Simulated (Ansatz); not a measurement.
# Decaying states in the gap of CsRb2Cl3, part 2 of 3

Aim: relax a made-up compound, CsRb2Cl3, and see how good a tunnel barrier it would be. It is built by putting Rb for Li in the CsLi2Cl3 structure of space group Immm, with the volume rescaled by atomic radii. The parent structure comes from the Materials Project.

Ansatz 0.2.0; r2SCAN DFT, plane waves, PAW files (the session's first sound run).

So far, gap on path (eV): step 3 (band edges) 4.75.

The structure was built from a prototype and need not be the compound's stable phase.

## Step 4: Complex bands

This step: r2SCAN DFT, plane waves, PAW files; complex bands by layer matching along the plane's normal (Ansatz 0.2.0).

The same crystal is laid in a cell whose first two vectors span the (001) plane (indices of the standard conventional cell, whose axes can be ordered otherwise than in the bulk input). At fixed energy and wavevector in the plane the solver finds all kz, real and complex. A few wavevectors are listed, (0, 0) and (0.5, 0) in units of the plane's reciprocal vectors; the slowest state needn't be among them.

The input, input.yaml:

```yaml
crystal:
  lattice:
    - [4.517626943, 0.0, 0.0]
    - [0.0, 6.36704262, 0.0]
    - [2.258813472, 3.18352131, 8.328494652]
  atoms:
    - { symbol: Cs, position: [0.5, 0.5, 0.0] }
    - { symbol: Rb, position: [0.1868202895, 0.1868202895, 0.626359421] }
    - { symbol: Rb, position: [0.8131797105, 0.8131797105, 0.373640579] }
    - { symbol: Cl, position: [0.1727060037, 0.6727060037, 0.6545879926] }
    - { symbol: Cl, position: [0.8272939963, 0.3272939963, 0.3454120074] }
    - { symbol: Cl, position: [0.0, 0.0, 0.0] }
kpoints:
  mp_grid: { grid: [6, 6, 6] }
scf:
  occupations: { method: fixed }
hamiltonian:
  xc: r2scan
output:
  eigenvalues: true
  transmission:
    leads: [[0, 0]]
    kpoints: [[0.0, 0.0], [0.5, 0.0]]
    e_range: [-1.0, 5.75]
    de: 0.17
```

On the command line:

```bash
ansatz run input.yaml --threads 2 --pin off --max-ram 4096MiB --backend cpu --events-out ev --progress --plain --runs-dir out
```

Numbers of over 12 decimals in the logs are rounded to 6 here.

Output:

```text
[...]
Crystal: 6 atoms, lattice volume = 239.560 Å³
Basis set: ecut = 500 eV, 6093 PW (Γ), exchange–correlation on 144×192×288 points (64 copies of the dense FFT grid, shifted against one another)
Bands: 30, of which v1, the nominal top of the filled ones, is band 24 counted from 1 (23 counted from 0)
Symmetry: 8 space group operations
[...]
k-points: 46 of 216
[...]
SCF iter   1: F=—  HF=-15505.368727 eV  |F-HF|=—  |Δ(HF+E_count)|=         —  Δρ=3.59e-3  dr2=1.81e-2  dr2_τ=5.21e-3  ethr=1.77e-3  ⟨swp⟩=5.9  Hψ=5642  notcnv=0  defer=136
[...]
SCF iter   6: F=-15505.433676 eV  HF=-15505.433676 eV  |F-HF|=3.12e-8  |Δ(HF+E_count)|=   1.15e-6  Δρ=4.67e-6  dr2=8.37e-8  dr2_τ=1.16e-8  ethr=2.08e-10  ⟨swp⟩=13.3  Hψ=8105  notcnv=0
SCF 1 converged in 6 iterations: F = -15505.433676 eV  dr2 = 8.37e-8
[...]
transmission: 14 of 28 steps passed
transmission: 28 of 28 steps passed
SCF converged after 6 iterations
Free energy (F): -15505.433676 eV
[...]
Internal energy: -15505.433676 eV  (E = F + TS)
E sigma→0 (E₀):  -15505.433676 eV
Fermi energy:    0.901341 eV
[...]
--- Band table (eV; the first three rows and the last of 46) ---
  k-point 0: bands = [... 20 lower, 0.2035, 0.5962, 0.7102, 0.9013, 5.6486, 7.0681, 7.3355, 7.8309, ... 2 higher]
  k-point 1: bands = [... 20 lower, 0.2023, 0.5653, 0.7033, 0.8999, 5.7695, 6.8810, 7.4122, 7.8342, ... 2 higher]
  k-point 2: bands = [... 20 lower, 0.1976, 0.5104, 0.6892, 0.8973, 6.0818, 6.6558, 7.2724, 7.8388, ... 2 higher]
  k-point 45: bands = [... 20 lower, 0.0008, 0.4830, 0.6194, 0.7114, 7.0662, 8.0101, 8.0811, 8.1197, ... 2 higher]
--- Transmission ---
  basis      : 303 plane waves across, 14 finite elements along
  points     : 2, as listed
  energies   : 40 from -1.000000 to 5.630000 eV about the Fermi level, 0.170000 eV apart; the leads are filled to 2.373615 eV, and channels, transmission and decay are at 2.400000 eV
  crystal 0  : Cl3Cs1Rb2, at the sites [0, 0], period 8.3285 Å: whole cells are its period
    offset         : up to 0.0000 Å between an atom of the period and one for which it stands
    channels       : 0.000000e0 a spin
    conductance    : none, the energies end too early or step too widely for 300 K: set another output.transmission.e_range or a lower de, or, where they end at an eighth of basis.ecutwfc, a higher one
    slowest decay  : 0.4141 /Å at (0.0000, 0.0000)
```

Wall time 54 s (2 threads of Intel Xeon 6975P-C (Granite Rapids), shared host); peak memory 1.8 GiB.

Numbers from this step:

- level to which the leads are filled: 2.374 eV from the Fermi level
- decay constant at the filling level, zone centre: 0.4141 Å⁻¹
- decay constant at the filling level, slowest listed point: 0.4141 Å⁻¹

K parallel (0, 0); values up to 1.5 1/Å, a degenerate pair printed once or twice; energies at which all values exceed this have no row. Table of Im kz of the slowest decaying states by energy, zero at the highest filled level on the SCF mesh:

| energy (eV) | decay 1 (Å⁻¹) | decay 2 (Å⁻¹) | decay 3 (Å⁻¹) | decay 4 (Å⁻¹) |
| --- | --- | --- | --- | --- |
| -1.00 | 0.0943 | 0.108 | 0.529 | 0.634 |
| -0.66 | 0.235 | 0.303 | 0.317 | 0.790 |
| -0.49 | 0.226 | 0.374 | 0.451 | 0.872 |
| -0.15 | 0.223 | 0.253 | 0.391 | 0.473 |
| 0.02 | 0.289 | 0.304 | 0.427 | 0.441 |
| 0.36 | 0.357 | 0.477 | 0.549 | 0.569 |
| 0.53 | 0.377 | 0.494 | 0.583 | 0.606 |
| 0.87 | 0.404 | 0.521 | 0.626 | 0.655 |
| 1.04 | 0.413 | 0.530 | 0.64 | 0.672 |
| 1.38 | 0.424 | 0.545 | 0.660 | 0.698 |
| 1.72 | 0.427 | 0.555 | 0.672 | 0.714 |
| 1.89 | 0.426 | 0.558 | 0.676 | 0.720 |
| 2.23 | 0.419 | 0.562 | 0.680 | 0.729 |
| 2.40 | 0.414 | 0.562 | 0.681 | 0.719 |
| 2.74 | 0.399 | 0.561 | 0.680 | 0.687 |
| 2.91 | 0.390 | 0.559 | 0.671 | 0.678 |
| 3.25 | 0.366 | 0.554 | 0.635 | 0.672 |
| 3.59 | 0.334 | 0.546 | 0.596 | 0.664 |
| 3.76 | 0.314 | 0.541 | 0.575 | 0.659 |
| 4.10 | 0.264 | 0.526 | 0.533 | 0.647 |
| 4.27 | 0.231 | 0.503 | 0.523 | 0.640 |
| 4.61 | 0.129 | 0.448 | 0.507 | 0.625 |
| 4.78 | 0.416 | 0.498 | 0.616 | 0.653 |
| 5.12 | 0.341 | 0.479 | 0.598 | 0.614 |
| 5.29 | 0.294 | 0.468 | 0.587 | 0.594 |
| 5.63 | 0.171 | 0.443 | 0.552 | 0.565 |

K parallel (0.5, 0); values up to 1.5 1/Å, a degenerate pair printed once or twice; energies at which all values exceed this have no row. Im kz of the slowest decaying states against energy, zero at the highest filled level on the SCF mesh:

| energy (eV) | decay 1 (Å⁻¹) | decay 2 (Å⁻¹) | decay 3 (Å⁻¹) | decay 4 (Å⁻¹) |
| --- | --- | --- | --- | --- |
| -1.00 | 0.0640 | 0.190 | 0.786 | 1.39 |
| -0.66 | 0.191 | 0.333 | 0.556 | 1.41 |
| -0.32 | 0.204 | 0.409 | 0.512 | 1.42 |
| 0.02 | 0.337 | 0.518 | 0.730 | 1.42 |
| 0.36 | 0.407 | 0.576 | 0.775 | 1.41 |
| 0.70 | 0.451 | 0.613 | 0.793 | 1.41 |
| 1.04 | 0.482 | 0.640 | 0.797 | 1.40 |
| 1.38 | 0.506 | 0.659 | 0.794 | 1.38 |
| 1.72 | 0.524 | 0.672 | 0.785 | 1.34 |
| 2.06 | 0.538 | 0.682 | 0.772 | 1.31 |
| 2.40 | 0.549 | 0.688 | 0.756 | 1.27 |
| 2.57 | 0.554 | 0.691 | 0.746 | 1.25 |
| 2.91 | 0.561 | 0.693 | 0.725 | 1.22 |
| 3.25 | 0.566 | 0.693 | 0.700 | 1.18 |
| 3.59 | 0.569 | 0.673 | 0.691 | 1.13 |
| 3.93 | 0.571 | 0.642 | 0.688 | 1.09 |
| 4.27 | 0.571 | 0.607 | 0.684 | 1.04 |
| 4.61 | 0.568 | 0.570 | 0.679 | 0.984 |
| 4.95 | 0.522 | 0.568 | 0.676 | 0.922 |
| 5.29 | 0.468 | 0.565 | 0.681 | 0.844 |
| 5.63 | 0.400 | 0.563 | 0.721 | 1.12 |

At the listed wavevectors the last open channel is at -0.32 eV and the next at +4.78 eV on the grid, wider than the gap, since narrow bands can fall between grid energies. At +2.40 eV, the grid energy nearest the filling level (the middle of the gap on the SCF mesh), the slowest state at the listed wavevectors decays with κ = 0.414 Å⁻¹, its amplitude falling by e over 2.4 Å. Through 1 nm of this crystal that state's transmission falls by exp(−2 × 0.414 Å⁻¹ × 10 Å) = 2.5e-4.

## Step 5: Band edges at another level, cutoff 930 eV

This step: r2SCAN DFT, plane waves, norm-conserving files (Ansatz 0.2.0).

The edges again with norm-conserving files, at the same atoms. Against that run the cutoff is 930 eV against 500.

The input, input.yaml:

```yaml
crystal:
  lattice:
    - [-2.2588134716, 3.18352131, 8.3284946515]
    - [2.2588134716, -3.18352131, 8.3284946515]
    - [2.2588134716, 3.18352131, -8.3284946515]
  atoms:
    - { symbol: Cs, position: [0.5, 0.5, 0.0] }
    - { symbol: Rb, position: [0.8131797105, 0.8131797105, 0.0] }
    - { symbol: Rb, position: [0.1868202895, 0.1868202895, 0.0] }
    - { symbol: Cl, position: [0.3272939963, 0.8272939963, 0.5] }
    - { symbol: Cl, position: [0.6727060037, 0.1727060037, 0.5] }
    - { symbol: Cl, position: [0.0, 0.0, 0.0] }
kpoints:
  mp_grid: { grid: [6, 6, 6] }
  band_path: { path: [VBM, CBM], npoints: 30 }
scf:
  occupations: { method: fixed }
hamiltonian:
  xc: r2scan
  pseudopotentials: { kind: nc }
output:
  eigenvalues: true
```

Output:

```text
[...]
Crystal: 6 atoms, lattice volume = 239.560 Å³
Basis set: ecut = 930 eV, 15417 PW (Γ), FFT grids on a1+a3, a2+a3, a3
Bands: 30, of which v1, the nominal top of the filled ones, is band 24 counted from 1 (23 counted from 0)
Symmetry: 8 space group operations
[...]
k-points: 46 of 216
[...]
SCF iter   1: F=—  HF=-4041.645317 eV  |F-HF|=—  |Δ(HF+E_count)|=         —  Δρ=3.24e-2  dr2=4.55e0  dr2_τ=6.02e-2  ethr=3.10e-3  ⟨swp⟩=6.9  Hψ=5895  notcnv=0  defer=179
[...]
SCF iter   8: F=-4039.856034 eV  HF=-4039.856033 eV  |F-HF|=7.66e-8  |Δ(HF+E_count)|=   1.78e-7  Δρ=3.95e-6  dr2=5.63e-8  dr2_τ=4.31e-9  ethr=2.08e-10  ⟨swp⟩=18.2  Hψ=10792  notcnv=0
SCF 1 converged in 8 iterations: F = -4039.856034 eV  dr2 = 5.63e-8
[...]
SCF converged after 8 iterations
Free energy (F): -4039.856034 eV
[...]
Internal energy: -4039.856034 eV  (E = F + TS)
E sigma→0 (E₀):  -4039.856034 eV
Fermi energy:    0.948561 eV
[...]
--- Band table (eV; the first three rows and the last of 46) ---
  k-point 0: bands = [... 20 lower, 0.2505, 0.6435, 0.7581, 0.9486, 5.6950, 7.1157, 7.3834, 7.8795, ... 2 higher]
  k-point 1: bands = [... 20 lower, 0.1657, 0.6547, 0.6804, 0.8123, 6.3251, 7.3027, 7.9389, 8.2288, ... 2 higher]
  k-point 2: bands = [... 20 lower, 0.0880, 0.5863, 0.6665, 0.7068, 7.2394, 7.5807, 8.0087, 8.5549, ... 2 higher]
  k-point 45: bands = [... 20 lower, 0.2407, 0.5354, 0.7299, 0.9433, 6.4425, 6.5160, 7.1456, 7.8883, ... 2 higher]
```

It took 73 s on 2 threads; peak memory 1.3 GiB.

This step gave:

* free energy: -4039.8560 eV
* Fermi energy: 0.9486 eV
* gap on the k-mesh: 4.746 eV
* gap on path: 4.746 eV, by band count; negative where bands overlap
* direct gap on path: 4.746 eV

Levels at VBM (eV): -6.55, -6.54, -6.35, -1.08, -0.97, -0.79, -0.77, -0.76, -0.70, -0.31, -0.19, 0.00, 4.75, 6.17, 6.43, 6.93, 7.28.

The searched edges give 4.75 eV, as on the mesh.

## Step 6: Complex bands at another level

This step: r2SCAN DFT, plane waves, norm-conserving files; complex bands by layer matching along the plane's normal (Ansatz 0.2.0).

The complex bands at that level, over its own gap, at (0, 0) and (0.5, 0).

The input, input.yaml:

```yaml
crystal:
  lattice:
    - [4.517626943, 0.0, 0.0]
    - [0.0, 6.36704262, 0.0]
    - [2.258813472, 3.18352131, 8.328494652]
  atoms:
    - { symbol: Cs, position: [0.5, 0.5, 0.0] }
    - { symbol: Rb, position: [0.1868202895, 0.1868202895, 0.626359421] }
    - { symbol: Rb, position: [0.8131797105, 0.8131797105, 0.373640579] }
    - { symbol: Cl, position: [0.1727060037, 0.6727060037, 0.6545879926] }
    - { symbol: Cl, position: [0.8272939963, 0.3272939963, 0.3454120074] }
    - { symbol: Cl, position: [0.0, 0.0, 0.0] }
kpoints:
  mp_grid: { grid: [6, 6, 6] }
scf:
  occupations: { method: fixed }
hamiltonian:
  xc: r2scan
  pseudopotentials: { kind: nc }
output:
  eigenvalues: true
  transmission:
    leads: [[0, 0]]
    kpoints: [[0.0, 0.0], [0.5, 0.0]]
    e_range: [-1.0, 5.75]
    de: 0.17
```

Output:

```text
Engine: ansatz 0.2.0, x86_64-unknown-linux-gnu
Pseudopotentials: kind: nc
Pseudopotential: Cs, nc, valence charge 9, recommended cutoff 550 eV (normal), Cs.nc.azcp
Pseudopotential: Rb, nc, valence charge 9, recommended cutoff 840 eV (normal), Rb.nc.azcp
Pseudopotential: Cl, nc, valence charge 7, recommended cutoff 930 eV (normal), Cl.nc.azcp
Functional definition: r2SCAN
  parameter k0 = 0.174
  parameter k1 = 0.065
  parameter a1 = 4.9479
  exchange = r2scan_x(k0 = k0, k1 = k1, a1 = a1)
  correlation = r2scan_c
Error: memory limit exceeded: the `transmission` phase of `transmission` needs 4.67 GiB against the run's memory maximum of 4.00 GiB; largest carriers: transmission 4.29 GiB, unmodelled-tail allowance 0.30 GiB, source scf tables 0.07 GiB, source scf state 0.00 GiB; the layers of output.transmission grow with the square of the cell's cross-section: a lower cutoff or a narrower output.transmission.e_range takes less, and so, most of all in a narrow cell, does a wider de; where no e_range is typed, a fill by count is planned with a gap of 40 thermal energies
with nothing else changed it takes a maximum of at least 4.68 GiB, with nothing to spare, and 5.14 GiB leaves up to a tenth: --max-ram 5.14GiB where that set the maximum, else more of the term that did, and with no share typed, where 5.14 GiB is over 0.88 of the host's memory or its container's limit, a share of 0.88 or more that holds the maximum too (--max-ram-frac F), where one does; The budget is ten elevenths of [...]
`transmission` follows the SCF: where the deck gives it k-points, a mesh or a band count of its own, those are what to reduce (not on a resume, whose deck is fixed)
```

Wall time 0.29 s (2 threads); peak memory 0.24 GiB.

The input was rejected at the start.

The program's message: “Error: memory limit exceeded: the `transmission` phase of `transmission` needs 4.67 GiB against the run's memory maximum of 4.00 GiB; largest carriers: transmission 4.29 GiB, unmodelled-tail allowance …”

(Part 2 of 3 ends here.)

[Logs are printed without paths, hosts, clocks, repeated set-up lines and the standing remarks that a program may print on its own settings, such as how far it seeks lower states.]

[Hosts, paths, dates, database ids (printed as entryN), source tags and the programs' standing remarks are cut or masked in the printed files.]
